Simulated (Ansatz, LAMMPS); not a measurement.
## Squeezing and shearing glassy 74SiO2-21Na2O-5TiO2 (mol %) (117 atoms)

Aim: relax glassy 74SiO2-21Na2O-5TiO2 (mol %) (117 atoms), then change its volume and shape to read moduli from the stress.

Calculated with Ansatz 0.2.0; Kohn-Sham DFT, revPBE, PAW (set soft_2), plane waves.

### 1. The structure

The cell holds 117 atoms: 29 Si, 16 Na, 2 Ti and 70 O. Cell: a = 11.774 Å, b = 11.774 Å, c = 11.774 Å, α = 90.0°, β = 90.0°, γ = 90.0°. 117 atoms (29 Si, 16 Na, 2 Ti, 70 O) placed at random at 2.42 g/cm³, melted at 4000 K for 10 ps at fixed volume with the Morse and Coulomb pair potential with partial charges (Pedone, Malavasi, Menziani, Cormack and Segre, J. Phys. Chem. B 110, 11780 (2006)). Quenched from 4000 K to 300 K at 8 K/ps and fixed volume, held 10 ps at zero pressure, then minimised at fixed cell.

Limits known from the start: The quench rate of 8 K/ps far exceeds what a furnace or splat quench reaches, so expect more defects and frozen-in strain than in a real sample. The starting topology of bonds comes from the classical model, and needn't be the one that DFT or experiment would give. The Brillouin zone is sampled at Γ only.

### 2. Single point at the start

A single point comes first, to see the forces before anything moves.

Contents of input.yaml:

```yaml
crystal:
  lattice:
    - [11.77391, 0.0, 0.0]
    - [0.0, 11.77391, 0.0]
    - [0.0, 0.0, 11.77391]
  atoms:
    - { symbol: Si, position: [0.26874, 0.97354, 0.16403] }
    - { symbol: Si, position: [0.57297, 0.56437, 0.39304] }
    - { symbol: Si, position: [0.7811, 0.63945, 0.10448] }
    - { symbol: Si, position: [0.74815, 0.20479, 0.57994] }
    - { symbol: Si, position: [0.79276, 0.46574, 0.51745] }
    - { symbol: Si, position: [0.95432, 0.40158, 0.89542] }
    - { symbol: Si, position: [0.97286, 0.14834, 0.859] }
    - { symbol: Si, position: [0.77723, 0.06798, 0.1793] }
    - { symbol: Si, position: [0.44296, 0.65675, 0.60961] }
    - { symbol: Si, position: [0.06134, 0.28058, 0.35301] }
    - { symbol: Si, position: [0.86422, 0.95274, 0.57708] }
    - { symbol: Si, position: [0.77915, 0.56333, 0.76714] }
    - { symbol: Si, position: [0.53784, 0.48973, 0.79392] }
    - { symbol: Si, position: [0.48984, 0.37678, 0.21993] }
    - { symbol: Si, position: [0.01581, 0.94164, 0.17777] }
    - { symbol: Si, position: [0.52656, 0.9145, 0.60204] }
    - { symbol: Si, position: [0.05315, 0.51096, 0.4648] }
    - { symbol: Si, position: [0.16125, 0.56933, 0.91571] }
    - { symbol: Si, position: [0.99428, 0.75814, 0.97957] }
    - { symbol: Si, position: [0.3963, 0.14209, 0.31417] }
    - { symbol: Si, position: [0.30163, 0.90793, 0.90048] }
    - { symbol: Si, position: [0.36385, 0.42152, 0.9884] }
    - { symbol: Si, position: [0.62856, 0.05938, 0.40853] }
    - { symbol: Si, position: [0.83191, 0.82579, 0.80556] }
    - { symbol: Si, position: [0.6795, 0.86803, 0.02259] }
    - { symbol: Si, position: [0.53486, 0.9788, 0.85294] }
    - { symbol: Si, position: [0.71062, 0.18198, 0.84682] }
    - { symbol: Si, position: [0.3194, 0.09286, 0.57011] }
    - { symbol: Si, position: [0.17973, 0.65529, 0.65995] }
    - { symbol: Na, position: [0.9296, 0.03143, 0.38469] }
    - { symbol: Na, position: [0.47909, 0.68251, 0.95258] }
    - { symbol: Na, position: [0.13553, 0.97709, 0.4193] }
    - { symbol: Na, position: [0.20161, 0.20936, 0.08278] }
    - { symbol: Na, position: [0.98408, 0.22536, 0.1282] }
    - { symbol: Na, position: [0.9289, 0.72874, 0.38259] }
    - { symbol: Na, position: [0.4392, 0.23411, 0.79744] }
    - { symbol: Na, position: [0.40511, 0.3632, 0.56833] }
    - { symbol: Na, position: [0.94195, 0.49559, 0.23106] }
    - { symbol: Na, position: [0.46701, 0.82876, 0.32201] }
    - { symbol: Na, position: [0.16678, 0.74056, 0.30301] }
    - { symbol: Na, position: [0.74597, 0.30004, 0.32388] }
    - { symbol: Na, position: [0.22897, 0.16231, 0.84306] }
    - { symbol: Na, position: [0.73651, 0.79587, 0.33201] }
    - { symbol: Na, position: [0.21976, 0.47668, 0.22123] }
    - { symbol: Na, position: [0.07124, 0.20052, 0.60031] }
    - { symbol: Ti, position: [0.73502, 0.34773, 0.06435] }
    - { symbol: Ti, position: [0.11013, 0.93961, 0.69466] }
    - { symbol: O, position: [0.4276, 0.00949, 0.59146] }
    - { symbol: O, position: [0.83599, 0.12829, 0.87577] }
    - { symbol: O, position: [0.26898, 0.52146, 0.98173] }
    - { symbol: O, position: [0.1036, 0.67973, 0.97283] }
    - { symbol: O, position: [0.19237, 0.9384, 0.82931] }
    - { symbol: O, position: [0.96059, 0.81145, 0.85637] }
    - { symbol: O, position: [0.31933, 0.3042, 0.94622] }
    - { symbol: O, position: [0.02519, 0.07338, 0.76035] }
    - { symbol: O, position: [0.60879, 0.09239, 0.8668] }
    - { symbol: O, position: [0.66328, 0.52981, 0.82795] }
    - { symbol: O, position: [0.88745, 0.67517, 0.01655] }
    - { symbol: O, position: [0.97414, 0.28672, 0.82074] }
    - { symbol: O, position: [0.40487, 0.41295, 0.11956] }
    - { symbol: O, position: [0.76846, 0.19256, 0.13047] }
    - { symbol: O, position: [0.06073, 0.15991, 0.40739] }
    - { symbol: O, position: [0.90825, 0.02766, 0.18339] }
    - { symbol: O, position: [0.21245, 0.0173, 0.60242] }
    - { symbol: O, position: [0.29049, 0.93774, 0.03454] }
    - { symbol: O, position: [0.06853, 0.46628, 0.92609] }
    - { symbol: O, position: [0.13524, 0.00572, 0.17177] }
    - { symbol: O, position: [0.72756, 0.06359, 0.31154] }
    - { symbol: O, position: [0.6098, 0.34481, 0.16476] }
    - { symbol: O, position: [0.76768, 0.52572, 0.63619] }
    - { symbol: O, position: [0.76412, 0.87, 0.91483] }
    - { symbol: O, position: [0.6887, 0.28918, 0.92661] }
    - { symbol: O, position: [0.68806, 0.7418, 0.0745] }
    - { symbol: O, position: [0.71682, 0.2059, 0.71114] }
    - { symbol: O, position: [0.56202, 0.89682, 0.96081] }
    - { symbol: O, position: [0.52857, 0.38635, 0.71361] }
    - { symbol: O, position: [0.13871, 0.78333, 0.66695] }
    - { symbol: O, position: [0.48348, 0.78692, 0.58762] }
    [... 33 atom lines left out ...]
    - { symbol: O, position: [0.51343, 0.06952, 0.33697] }
    - { symbol: O, position: [0.5076, 0.47812, 0.3085] }
    - { symbol: O, position: [0.49576, 0.57933, 0.50789] }
    - { symbol: O, position: [0.02081, 0.87224, 0.29167] }
    - { symbol: O, position: [0.58776, 0.68404, 0.34157] }
    - { symbol: O, position: [0.8307, 0.65592, 0.22596] }
kpoints:
  mp_grid: { grid: [1, 1, 1] }
hamiltonian:
  xc: revpbe
scf:
  occupations: { method: gaussian, width: 0.05 }
output:
  forces: true
```

Command:

```bash
> ansatz run input.yaml --threads 4 --pin off --max-ram 8192MiB --backend cpu --events-out ev --progress --plain --runs-dir out
```

Numbers of over 12 decimals in the logs are rounded to 6 here.

The log of the run:

```text
[...]
Pseudopotentials: kind: paw
Pseudopotential: Si, paw, valence charge 4, recommended cutoff 420 eV (normal), Si.paw.azcp
Pseudopotential: Na, paw, valence charge 9, recommended cutoff 420 eV (normal), Na.paw.azcp
Pseudopotential: Ti, paw, valence charge 12, recommended cutoff 420 eV (normal), Ti.paw.azcp
Pseudopotential: O, paw, valence charge 6, recommended cutoff 420 eV (normal), O.paw.azcp
[... 5 lines on functional and potentials left out ...]
Crystal: 117 atoms, lattice volume = 1632.158 Å³
Basis set: ecut = 420 eV, 31919 PW (Γ), exchange–correlation on 160×160×160 points (8 copies of the dense FFT grid, shifted against one another)
Bands: 469, of which v1, the nominal top of the filled ones, is band 352 counted from 1 (351 counted from 0)
Symmetry: 1 space group operations
Space group: P1 (ITA 1), of the structure as read, at distance tolerance 1.2e-4 Å
k-points: 1
[... 13 lines on functional and potentials left out ...]
Initial density: superposition of atomic densities (neutral atoms: chi_scale 0, normalization atom), corrected by the library's trained network
Initial wavefunctions: pseudopotential atomic-orbital guess
[...]
SCF iter   1: F=—  HF=-87250.114958 eV  |F-HF|=—  |Δ(HF+E_count)|=         —  Δρ=3.92e-3  dr2=3.41e-1  ethr=1.77e-3  ⟨swp⟩=5.0  Hψ=1877  notcnv=0  defer=99
preconditioner: auto → Resta (q_TF=auto, 2.372 Å⁻¹)  ε∞=2.8  [insulator: Δε(μ)=1.749 eV  Ē_g=17.682 eV  σ=0.050 eV  W_gap=1.00  n_scr=364 (ndim 8)  ℏωp=23.5 eV  f_vac=0.189  D(μ)=0.00/eV (n_scr^D=0)  ε∞_Penn≈2.8]
SCF iter   2: F=—  HF=-87250.073220 eV  |F-HF|=—  |Δ(HF+E_count)|=   4.17e-2  Δρ=2.10e-3  dr2=6.86e-2  ethr=4.85e-5  ⟨swp⟩=2.0  Hψ=765  notcnv=0  defer=109
SCF iter   3: F=—  HF=-87250.072258 eV  |F-HF|=—  |Δ(HF+E_count)|=   9.62e-4  Δρ=1.01e-3  dr2=2.89e-2  ethr=9.74e-6  ⟨swp⟩=2.0  Hψ=720  notcnv=0  defer=48
automatic band count: iteration 3 solves 408 bands in place of 469: the levels show a gap, and the empty bands left out lie too high to hold charge; the band table lists the bands solved (type scf.n_extra_bands for more)
SCF iter   4: F=—  HF=-87250.072880 eV  |F-HF|=—  |Δ(HF+E_count)|=   6.23e-4  Δρ=8.00e-4  dr2=1.46e-2  ethr=4.11e-6  ⟨swp⟩=2.0  Hψ=720  notcnv=0  defer=48
SCF iter   5: F=—  HF=-87250.071008 eV  |F-HF|=—  |Δ(HF+E_count)|=   1.87e-3  Δρ=2.12e-4  dr2=8.47e-4  ethr=2.07e-6  ⟨swp⟩=2.0  Hψ=719  notcnv=0  defer=48
[...]
SCF iter  10: F=—  HF=-87250.071482 eV  |F-HF|=—  |Δ(HF+E_count)|=   2.29e-6  Δρ=3.92e-6  dr2=2.35e-7  ethr=1.68e-10  ⟨swp⟩=2.0  Hψ=686  notcnv=0  defer=48
SCF iter  11: F=-87250.071483 eV  HF=-87250.071483 eV  |F-HF|=3.50e-8  |Δ(HF+E_count)|=   2.03e-7  Δρ=1.39e-6  dr2=3.03e-8  ethr=1.42e-11  ⟨swp⟩=4.0  Hψ=1341  notcnv=0
SCF 1 converged in 11 iterations: F = -87250.071483 eV  dr2 = 3.03e-8
[...]
SCF converged after 11 iterations
Free energy (F): -87250.071483 eV
Harris-Foulkes:  -87250.071483 eV  (|F-HF|=3.50e-8)
Internal energy: -87250.071483 eV  (E = F + TS)
E sigma→0 (E₀):  -87250.071483 eV
Fermi energy:    5.073278 eV
--- Per-component energies (eV) ---
[...]
Σ components = -87250.071483   (vs F -87250.071483, Δ=0.00e0)
--- Forces (eV/Å), atoms counted from 1 ---
  atom   1  Si    -0.20174174    -1.44926097     0.12063114
  atom   2  Si     0.49190877     0.52644986     0.84934100
  atom   3  Si     1.77740877     1.25805616    -0.66964260
  atom   4  Si     0.32994169    -1.40813625     0.00482179
[...]
atom 117  O      0.48361512     0.34668059     2.25325036
  max |Σ_I F_I| component: 6.20e-5 eV/Å
```

It took 9.9 s on 4 threads of Intel Xeon 6975P-C (Granite Rapids), shared host; peak memory 2.4 GiB.

The r.m.s. force at the start is 0.87 eV/Å.

### 3. Cell and atoms relaxed

The cell is relaxed with the atoms, since the starting lattice needn't suit this functional.

Contents of input.yaml:

```yaml
crystal:
  lattice:
    - [11.77391, 0.0, 0.0]
    - [0.0, 11.77391, 0.0]
    - [0.0, 0.0, 11.77391]
  atoms:
    [... the 117 atom lines of step 2 ...]
kpoints:
  mp_grid: { grid: [1, 1, 1] }
hamiltonian:
  xc: revpbe
scf:
  occupations: { method: gaussian, width: 0.05 }
output:
  forces: true
relax:
  f_tol: 0.05
  max_steps: 150
  cell: {}
```

The log of the run:

```text
[...]
Crystal: 117 atoms, lattice volume = 1632.158 Å³
Basis set: ecut = 420 eV, 31919 PW (Γ), exchange–correlation on 160×160×160 points (8 copies of the dense FFT grid, shifted against one another)
Bands: 469, of which v1, the nominal top of the filled ones, is band 352 counted from 1 (351 counted from 0)
Symmetry: 1 space group operations
[...]
k-points: 1
[...]
SCF iter   1: F=—  HF=-87250.114958 eV  |F-HF|=—  |Δ(HF+E_count)|=         —  Δρ=3.92e-3  dr2=3.41e-1  ethr=1.77e-3  ⟨swp⟩=5.0  Hψ=1877  notcnv=0  defer=99
[...]
SCF iter  10: F=—  HF=-87250.071482 eV  |F-HF|=—  |Δ(HF+E_count)|=   2.30e-6  Δρ=3.97e-6  dr2=2.40e-7  ethr=1.68e-10  ⟨swp⟩=2.0  Hψ=686  notcnv=0  defer=109
SCF iter  11: F=-87250.071483 eV  HF=-87250.071483 eV  |F-HF|=3.56e-8  |Δ(HF+E_count)|=   2.06e-7  Δρ=1.39e-6  dr2=3.00e-8  ethr=1.42e-11  ⟨swp⟩=4.0  Hψ=1402  notcnv=0
SCF 1 converged in 11 iterations: F = -87250.071483 eV  dr2 = 3.00e-8
[...]
relax step   1: F+E_penalty+E_count = -87250.07148264 eV  Δ(F+E_penalty+E_count) = +0.000e0 eV  max|allowed force component| = 2.702e0 eV/Å  Δτ_max = 0.0000 Å  P = +7.405 GPa  Ω = 1632.158 Å³  (11 SCF iters, dr2 threshold 1.00e-7 eV, accepted)
[... from here on, the SCF cycles and remarks between the steps are left out ...]
relax step   2: F+E_penalty+E_count = -87253.52318420 eV  Δ(F+E_penalty+E_count) = -3.452e0 eV  max|allowed force component| = 1.775e0 eV/Å  Δτ_max = 0.1158 Å  P = +3.768 GPa  Ω = 1661.348 Å³  energy of the carried Pulay correction = -8.004e-2 eV  (9 SCF iters, dr2 threshold 1.17e-5 eV, accepted)
relax step   3: F+E_penalty+E_count = -87255.69950215 eV  Δ(F+E_penalty+E_count) = -2.176e0 eV  max|allowed force component| = 7.882e-1 eV/Å  Δτ_max = 0.1744 Å  P = -0.368 GPa  Ω = 1692.736 Å³  energy of the carried Pulay correction = -1.645e-1 eV  (9 SCF iters, dr2 threshold 1.17e-5 eV, accepted)
relax step   4: F+E_penalty+E_count = -87256.20162569 eV  Δ(F+E_penalty+E_count) = -5.021e-1 eV  max|allowed force component| = 5.207e-1 eV/Å  Δτ_max = 0.2000 Å  P = -0.076 GPa  Ω = 1683.543 Å³  energy of the carried Pulay correction = -1.400e-1 eV  (8 SCF iters, dr2 threshold 1.17e-5 eV, accepted)
relax step   5: F+E_penalty+E_count = -87256.41550948 eV  Δ(F+E_penalty+E_count) = -2.139e-1 eV  max|allowed force component| = 2.898e-1 eV/Å  Δτ_max = 0.1583 Å  P = -0.138 GPa  Ω = 1679.025 Å³  energy of the carried Pulay correction = -1.278e-1 eV  (8 SCF iters, dr2 threshold 1.17e-5 eV, accepted)
relax step   6: F+E_penalty+E_count = -87256.53392593 eV  Δ(F+E_penalty+E_count) = -1.184e-1 eV  max|allowed force component| = 1.732e-1 eV/Å  Δτ_max = 0.2000 Å  P = -0.026 GPa  Ω = 1677.596 Å³  energy of the carried Pulay correction = -1.240e-1 eV  (8 SCF iters, dr2 threshold 5.25e-6 eV, accepted)
relax step   7: F+E_penalty+E_count = -87256.58984397 eV  Δ(F+E_penalty+E_count) = -5.592e-2 eV  max|allowed force component| = 1.162e-1 eV/Å  Δτ_max = 0.1921 Å  P = -0.022 GPa  Ω = 1676.790 Å³  energy of the carried Pulay correction = -1.218e-1 eV  (9 SCF iters, dr2 threshold 1.87e-6 eV, accepted)
relax step   8: F+E_penalty+E_count = -87256.60643849 eV  Δ(F+E_penalty+E_count) = -1.659e-2 eV  max|allowed force component| = 5.337e-1 eV/Å  Δτ_max = 0.2000 Å  P = -0.075 GPa  Ω = 1676.937 Å³  energy of the carried Pulay correction = -1.222e-1 eV  (10 SCF iters, dr2 threshold 8.45e-7 eV, accepted)
relax step   9: F+E_penalty+E_count = -87256.65799914 eV  Δ(F+E_penalty+E_count) = -5.156e-2 eV  max|allowed force component| = 2.183e-1 eV/Å  Δτ_max = 0.0722 Å  P = +0.064 GPa  Ω = 1674.967 Å³  energy of the carried Pulay correction = -1.169e-1 eV  (7 SCF iters, dr2 threshold 1.17e-5 eV, accepted)
relax step  10: F+E_penalty+E_count = -87256.63871249 eV  Δ(F+E_penalty+E_count) = +1.929e-2 eV  max|allowed force component| = 6.150e-1 eV/Å  Δτ_max = 0.2000 Å  P = +0.052 GPa  Ω = 1674.427 Å³  energy of the carried Pulay correction = -1.154e-1 eV  (9 SCF iters, dr2 threshold 2.98e-6 eV, rejected (line search))
relax step  11: F+E_penalty+E_count = -87256.68529915 eV  Δ(F+E_penalty+E_count) = -2.730e-2 eV  max|allowed force component| = 1.277e-1 eV/Å  Δτ_max = 0.0971 Å  P = +0.007 GPa  Ω = 1676.005 Å³  energy of the carried Pulay correction = -1.197e-1 eV  (14 SCF iters, accepted)
relax step  12: F+E_penalty+E_count = -87256.69111471 eV  Δ(F+E_penalty+E_count) = -5.816e-3 eV  max|allowed force component| = 2.519e-1 eV/Å  Δτ_max = 0.0965 Å  P = -0.149 GPa  Ω = 1676.266 Å³  energy of the carried Pulay correction = -1.204e-1 eV  (9 SCF iters, dr2 threshold 1.02e-6 eV, accepted)
relax step  13: F+E_penalty+E_count = -87256.70401317 eV  Δ(F+E_penalty+E_count) = -1.290e-2 eV  max|allowed force component| = 6.841e-2 eV/Å  Δτ_max = 0.0240 Å  P = +0.012 GPa  Ω = 1675.028 Å³  energy of the carried Pulay correction = -1.171e-1 eV  (7 SCF iters, dr2 threshold 3.97e-6 eV, accepted)
relax step  14: F+E_penalty+E_count = -87256.70151737 eV  Δ(F+E_penalty+E_count) = +2.496e-3 eV  max|allowed force component| = 1.191e-1 eV/Å  Δτ_max = 0.2000 Å  P = -0.057 GPa  Ω = 1676.213 Å³  energy of the carried Pulay correction = -1.203e-1 eV  (11 SCF iters, dr2 threshold 2.92e-7 eV, accepted)
relax step  15: F+E_penalty+E_count = -87256.72588363 eV  Δ(F+E_penalty+E_count) = -2.437e-2 eV  max|allowed force component| = 7.093e-2 eV/Å  Δτ_max = 0.0543 Å  P = +0.011 GPa  Ω = 1674.930 Å³  energy of the carried Pulay correction = -1.168e-1 eV  (8 SCF iters, dr2 threshold 8.86e-7 eV, accepted)
relax step  16: F+E_penalty+E_count = -87256.73288851 eV  Δ(F+E_penalty+E_count) = -7.005e-3 eV  max|allowed force component| = 7.105e-2 eV/Å  Δτ_max = 0.0343 Å  P = +0.027 GPa  Ω = 1674.407 Å³  energy of the carried Pulay correction = -1.154e-1 eV  (8 SCF iters, dr2 threshold 3.14e-7 eV, accepted)
relax step  17: F+E_penalty+E_count = -87256.73575971 eV  Δ(F+E_penalty+E_count) = -2.871e-3 eV  max|allowed force component| = 2.156e-1 eV/Å  Δτ_max = 0.1818 Å  P = -0.173 GPa  Ω = 1673.204 Å³  energy of the carried Pulay correction = -1.121e-1 eV  (10 SCF iters, dr2 threshold 3.15e-7 eV, rejected (line search))
relax step  18: F+E_penalty+E_count = -87256.74423449 eV  Δ(F+E_penalty+E_count) = -1.135e-2 eV  max|allowed force component| = 1.183e-1 eV/Å  Δτ_max = 0.0887 Å  P = +0.061 GPa  Ω = 1673.224 Å³  energy of the carried Pulay correction = -1.122e-1 eV  (13 SCF iters, accepted)
relax step  19: F+E_penalty+E_count = -87256.75193108 eV  Δ(F+E_penalty+E_count) = -7.697e-3 eV  max|allowed force component| = 6.314e-2 eV/Å  Δτ_max = 0.0962 Å  P = -0.051 GPa  Ω = 1673.174 Å³  energy of the carried Pulay correction = -1.121e-1 eV  (8 SCF iters, dr2 threshold 8.75e-7 eV, accepted)
relax step  20: F+E_penalty+E_count = -87256.75530541 eV  Δ(F+E_penalty+E_count) = -3.374e-3 eV  max|allowed force component| = 4.712e-2 eV/Å  Δτ_max = 0.0269 Å  P = -0.001 GPa  Ω = 1672.923 Å³  energy of the carried Pulay correction = -1.114e-1 eV  (8 SCF iters, dr2 threshold 2.49e-7 eV, accepted)
relax step  21: F+E_penalty+E_count = -87256.96748480 eV  Δ(F+E_penalty+E_count) = -2.122e-1 eV  max|allowed force component| = 4.615e-2 eV/Å  Δτ_max = 0.0000 Å  P = +0.212 GPa  Ω = 1672.923 Å³  stress off target by 5.07e-1 GPa  SCF on the basis re-selected at this cell (its energy is not comparable with the rows above)  (10 SCF iters)
relax step  22: F+E_penalty+E_count = -87256.82090060 eV  Δ(F+E_penalty+E_count) = +1.466e-1 eV  max|allowed force component| = 4.837e-1 eV/Å  Δτ_max = 0.1711 Å  P = -0.027 GPa  Ω = 1684.972 Å³  energy of the carried Pulay correction = -3.373e-2 eV  (10 SCF iters, dr2 threshold 6.43e-7 eV, rejected (line search))
relax step  23: F+E_penalty+E_count = -87256.95820107 eV  Δ(F+E_penalty+E_count) = +9.284e-3 eV  max|allowed force component| = 4.459e-2 eV/Å  Δτ_max = 0.0468 Å  P = -0.074 GPa  Ω = 1680.177 Å³  energy of the carried Pulay correction = -2.010e-2 eV  (14 SCF iters, accepted)
relax step  24: F+E_penalty+E_count = -87256.96590544 eV  Δ(F+E_penalty+E_count) = -7.704e-3 eV  max|allowed force component| = 5.223e-2 eV/Å  Δτ_max = 0.1000 Å  P = +0.025 GPa  Ω = 1679.273 Å³  energy of the carried Pulay correction = -1.753e-2 eV  (10 SCF iters, dr2 threshold 8.40e-8 eV, accepted)
relax step  25: F+E_penalty+E_count = -87256.96680012 eV  Δ(F+E_penalty+E_count) = -8.947e-4 eV  max|allowed force component| = 2.821e-2 eV/Å  Δτ_max = 0.0516 Å  P = +0.004 GPa  Ω = 1679.584 Å³  energy of the carried Pulay correction = -1.840e-2 eV  (8 SCF iters, dr2 threshold 1.70e-7 eV, accepted)
relax step  26: F+E_penalty+E_count = -87256.98762321 eV  Δ(F+E_penalty+E_count) = -2.082e-2 eV  max|allowed force component| = 2.811e-2 eV/Å  Δτ_max = 0.0000 Å  P = +0.009 GPa  Ω = 1679.584 Å³  stress off target by 4.83e-2 GPa  SCF on the basis re-selected at this cell (its energy is not comparable with the rows above)  (7 SCF iters)
[...]
SCF converged after 7 iterations
Free energy (F): -87256.987623 eV
[...]
Internal energy: -87256.987623 eV  (E = F + TS)
E sigma→0 (E₀):  -87256.987623 eV
Fermi energy:    4.657353 eV
[...]
Σ components = -87256.987623   (vs F -87256.987623, Δ=0.00e0)
--- Forces (eV/Å), atoms counted from 1 ---
  atom   1  Si     0.01440405    -0.01741328     0.00894686
  atom   2  Si     0.00453276    -0.01964542    -0.00280530
  atom   3  Si     0.00113015     0.01071625     0.00237937
  atom   4  Si    -0.01897908    -0.00136103    -0.00226187
[...]
atom 117  O     -0.00309220    -0.00403371    -0.00218961
  max |Σ_I F_I| component: 1.57e-4 eV/Å
--- Stress (GPa, compression-positive) ---
        0.047946      -0.005044       0.000052
       -0.005044      -0.017417      -0.010180
        0.000052      -0.010179      -0.002103
  P = ⅓ Tr σ = 0.0095 GPa (0.095 kbar)
--- Relaxed structure (24 steps of the walk, 21 accepted, 2 SCFs on fresh bases) ---
  F+E_penalty+E_count = -87256.98762321 eV   max|allowed force component| = 2.811e-2 eV/Å   (the final SCF, on the basis selected at the relaxed cell)
  cell:  # Å, volume = 1679.5836 Å³
    - [12.308756, -0.023313, 0.093993]
    - [-0.023313, 11.541721, -0.047858]
    - [0.093993, -0.047858, 11.823665]
  atoms:
    - { symbol: Si, position: [0.259286, 0.964551, 0.158165] }
    - { symbol: Si, position: [0.572587, 0.548092, 0.401496] }
    - { symbol: Si, position: [0.783401, 0.638134, 0.117972] }
    - { symbol: Si, position: [0.760464, 0.195240, 0.578285] }
[...]
- { symbol: O, position: [0.827313, 0.664999, 0.241534] }
```

It took 4.4 min on 4 threads; peak memory 2.5 GiB; 17 min of CPU time.

The relaxation converged after 24 steps, with a largest force component of 0.028 eV/Å.

(Part 1 of 3 ends here.)

[Logs are printed without paths, hosts, clocks, repeated set-up lines and the standing remarks that a program may print on its own settings, such as how far it seeks lower states.]

[Hosts, paths, dates, database ids (printed as entryN), source tags and the programs' standing remarks are cut or masked in the printed files.]
